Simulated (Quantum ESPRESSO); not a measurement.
# E(θ) between the sublattices of Cobalt

How does the energy of Cobalt follow the angle between its sublattices, and is it a Heisenberg cosine?

Method: LDA; plane waves with GBRV 1.5 LDA potentials, no spin-orbit coupling, in Quantum ESPRESSO 7.5.

Report form: inputs, costs, results and the conclusion, without the logs.

### 1. The structure

It takes space group P6_3/mmc (No. 194, hexagonal). Conventional cell: a = 2.507 Å, b = 2.507 Å, c = 4.070 Å, α = 90.00°, β = 90.00°, γ = 120.00°. Nearest to Co lie 12 Co at 2.50 to 2.51 Å.

### 2. The collinear order that defines the sublattices

Typed as antiferro +-. 

Input file pw.in:

```
&CONTROL
  calculation = 'scf'
  prefix = 'pwscf'
  outdir = './tmp'
  pseudo_dir = './pseudo'
  disk_io = 'nowf'
/
&SYSTEM
  ibrav = 0
  nat = 2
  ntyp = 2
  ecutwfc = 34
  ecutrho = 238
  nbnd = 24
  occupations = 'smearing'
  smearing = 'fd'
  degauss = 0.00999582
  nspin = 2
  starting_magnetization(1) = 0.1176
  starting_magnetization(2) = -0.1176
/
&ELECTRONS
  conv_thr = 2d-08
  electron_maxstep = 150
  mixing_beta = 0.3
/
ATOMIC_SPECIES
Co1    58.9332 co_lda_v1.2.uspp.F.UPF
Co2    58.9332 co_lda_v1.2.uspp.F.UPF
CELL_PARAMETERS bohr
   4.7382992849    0.0000000000    0.0000000000
  -2.3691496424    4.1034875514    0.0000000000
   0.0000000000    0.0000000000    7.6909963546
ATOMIC_POSITIONS crystal
Co1     0.3333333333    0.6666666667    0.2500000000
Co2     0.6666666667    0.3333333333    0.7500000000
K_POINTS automatic
8 8 4 0 0 0
```

On the command line:

```sh
OMP_NUM_THREADS=1 mpirun -n 4 pw.x -nk 4 -in pw.in > pw.out
```

Elapsed: 6 s, on 4 MPI ranks of Arm Neoverse V2, shared host; peak memory 0.24 GiB; 24 s of CPU time.

Spin moment in the atom's sphere by atom:

```
atom  spin moment in the atom's sphere (μB)
 Co1                                  0.784
 Co2                                 -0.784
```

Numbers from this step:

```yaml
smearing_term_ts: 0.3023 eV
magnetization: 0 μB
absolute_magnetization: 1.597 μB
final_state: antiferromagnetic
```

### 3. Angle 0°, lambda 1 Ry

The two sets tilt by half the angle to either side of z. A penalty pulls the polar angle of each moment to the typed one; its size and its azimuth are free.

pw.in, as its differences from that of step 2:

```diff
@@ -13,3 +13,3 @@
   ecutrho = 238
-  nbnd = 24
+  nbnd = 48
   occupations = 'smearing'
@@ -17,5 +17,11 @@
   degauss = 0.00999582
-  nspin = 2
-  starting_magnetization(1) = 0.1176
-  starting_magnetization(2) = -0.1176
+  noncolin = .true.
+  starting_magnetization(1) = 0.0461
+  angle1(1) = 0
+  angle2(1) = 0
+  starting_magnetization(2) = 0.0461
+  angle1(2) = 0
+  angle2(2) = 180
+  constrained_magnetization = 'atomic direction'
+  lambda = 1
 /
```

The job ended after 13 s (4 MPI ranks; peak memory 0.28 GiB).

Spin moment in the atom's sphere by atom:

```
atom  x (μB)  y (μB)  z (μB)  size
 Co1    0.00    0.00    1.68  1.68
 Co2    0.00    0.00    1.68  1.68
```

This step gave:

```yaml
smearing_term_ts: 0.1233 eV
magnetization: 0, 0, 3.245 μB
absolute_magnetization: 3.498 μB
penalty_energy: 0 meV
final_state: ferromagnetic
```

### 4. Angle 30°, lambda 1 Ry

pw.in, as its differences from that of step 3:

```diff
@@ -19,6 +19,6 @@
   starting_magnetization(1) = 0.0461
-  angle1(1) = 0
+  angle1(1) = 14.999
   angle2(1) = 0
   starting_magnetization(2) = 0.0461
-  angle1(2) = 0
+  angle1(2) = 14.999
   angle2(2) = 180
```

It took 46 s on 4 MPI ranks; peak memory 0.36 GiB.

Spin moment in the atom's sphere by atom:

```
atom  x (μB)  y (μB)  z (μB)  size
 Co1    0.29    0.00    1.65  1.67
 Co2   -0.29    0.00    1.65  1.67
```

Numbers from this step:

```yaml
smearing_term_ts: 0.1272 eV
magnetization: 0, 0, 3.182 μB
absolute_magnetization: 3.485 μB
penalty_energy: 9.586 meV
final_state: non-collinear
```

### 5. Angle 60°, lambda 1 Ry

pw.in, as its differences from that of step 4:

```diff
@@ -19,6 +19,6 @@
   starting_magnetization(1) = 0.0461
-  angle1(1) = 14.999
+  angle1(1) = 29.999
   angle2(1) = 0
   starting_magnetization(2) = 0.0461
-  angle1(2) = 14.999
+  angle1(2) = 29.999
   angle2(2) = 180
```

Run time: 51 s. Hardware: 4 MPI ranks; peak memory 0.36 GiB; 3.4 min of CPU time.

This step gave:

```yaml
smearing_term_ts: 0.1610 eV
magnetization: 0, 0, 2.743 μB
absolute_magnetization: 3.353 μB
penalty_energy: 6.847 meV
final_state: non-collinear
largest_moment: 1.611 μB
```

### 6. Angle 150°, lambda 1 Ry

pw.in, as its differences from that of step 5:

```diff
@@ -19,6 +19,6 @@
   starting_magnetization(1) = 0.0461
-  angle1(1) = 29.999
+  angle1(1) = 75.001
   angle2(1) = 0
   starting_magnetization(2) = 0.0461
-  angle1(2) = 29.999
+  angle1(2) = 75.001
   angle2(2) = 180
```

Run time: 10 min. Hardware: 4 MPI ranks; peak memory 0.36 GiB.

Residual by cycle:

cycle, log10 residual and a bar from the least value:
```
        1        2.3 ##############################
       15        0.5 ##############
       28        0.1 ##########
       42       -0.2 ########
       55       -1.1 
       69       -0.6 ####
       82        0.6 ###############
       96        1.7 ########################
      109        1.4 ######################
      123        1.2 ####################
      136        1.7 #########################
      150        1.5 #######################
```

No converged result was reached; the numbers in the log don't describe the system.

After 150 cycles the residual stands at 32, with no steady fall over the second half. The cap of 150 cycles in the input ended the loop.

### 7. Angle 180°, lambda 1 Ry

pw.in, as its differences from that of step 6:

```diff
@@ -19,6 +19,6 @@
   starting_magnetization(1) = 0.0461
-  angle1(1) = 75.001
+  angle1(1) = 90
   angle2(1) = 0
   starting_magnetization(2) = 0.0461
-  angle1(2) = 75.001
+  angle1(2) = 90
   angle2(2) = 180
```

Elapsed: 30 s, on 4 MPI ranks; peak memory 0.31 GiB.

This step gave:

* smearing term TS: 0.3022 eV
* magnetization: 0, 0, 0 μB
* absolute magnetization: 1.597 μB
* penalty energy: 0 meV
* final state: antiferromagnetic
* largest moment: 0.7842 μB

### 8. The angles together

Not every run of the table is shown above.

Canting:

```
lambda (Ry)  typed angle (degrees)  final angle (degrees)  energy less that at the first angle (meV a seeded atom)  penalty energy, not in the total (meV a cell)  largest site moment (μB)  CPU time (s)
          1                      0                      0                                                        0                                              0                     1.681         53.35
          1                     30                  20.07                                                    7.883                                          9.586                     1.674         183.1
          1                     60                  56.26                                                    56.51                                          6.847                     1.611         202.4
          1                     90                  88.27                                                    115.5                                          3.053                     1.457         327.1
          1                    120                  119.3                                                    159.6                                         0.6931                     1.198          1268
          1                    180                    180                                                    184.1                                              0                    0.7842           121
```

A fit to E = E0 − A cos θ − B cos² θ gives A = 93.0 meV and B = 26.4 meV a seeded atom.

### 9. Results

| Item | Value |
| --- | --- |
| angle of lowest energy | 0° |
| range of the energy | 184 meV a seeded atom |
| range of the largest moment | 0.784 to 1.68 μB |
| bilinear coefficient A | 93.0 meV |
| biquadratic coefficient B | 26.4 meV |

In words: One run ends 9.9° off its typed angle, so energies belong to the final angles. A is positive, so parallel sublattices are favoured; B is 0.28 of it in size and favours collinear moments, a term beyond the Heisenberg model. The moments shrink by more than a fifth as they turn, so they are far from rigid. The run at 150° with lambda 1 Ry did not converge and is not in the table. This holds for the two sublattices of this cell; other orders were not tried. Without spin–orbit coupling only the angle between the moments matters. The mesh is coarse, so differences of some ten meV can be noise where moments are itinerant. Energies are free energies at an electronic temperature of 1580 K, which lowers moments and differences where the moments are itinerant. The cutoff lies under the 40 Ry that these files are usually run at.

[Long decimals in the printed logs are rounded to 6 places.]

[Logs and program files are shortened in this print: banners, set-up blocks, solver, clock and traceback lines can be left out without a mark of their own.]

[Logs are printed without paths, hosts, clocks, repeated set-up lines and the standing remarks that a program may print on its own settings, such as how far it seeks lower states.]

[Hosts, paths, dates, database ids (printed as entryN), source tags and the programs' standing remarks are cut or masked in the printed files.]

[Where the starting crystal was built by hand or by swapping elements, it need not be the compound's stable phase.]

[Where a cell is said to come from a database of computed structures, the database is the Materials Project.]

[Lattice constants that a cell's source calls measured were typed from memory.]
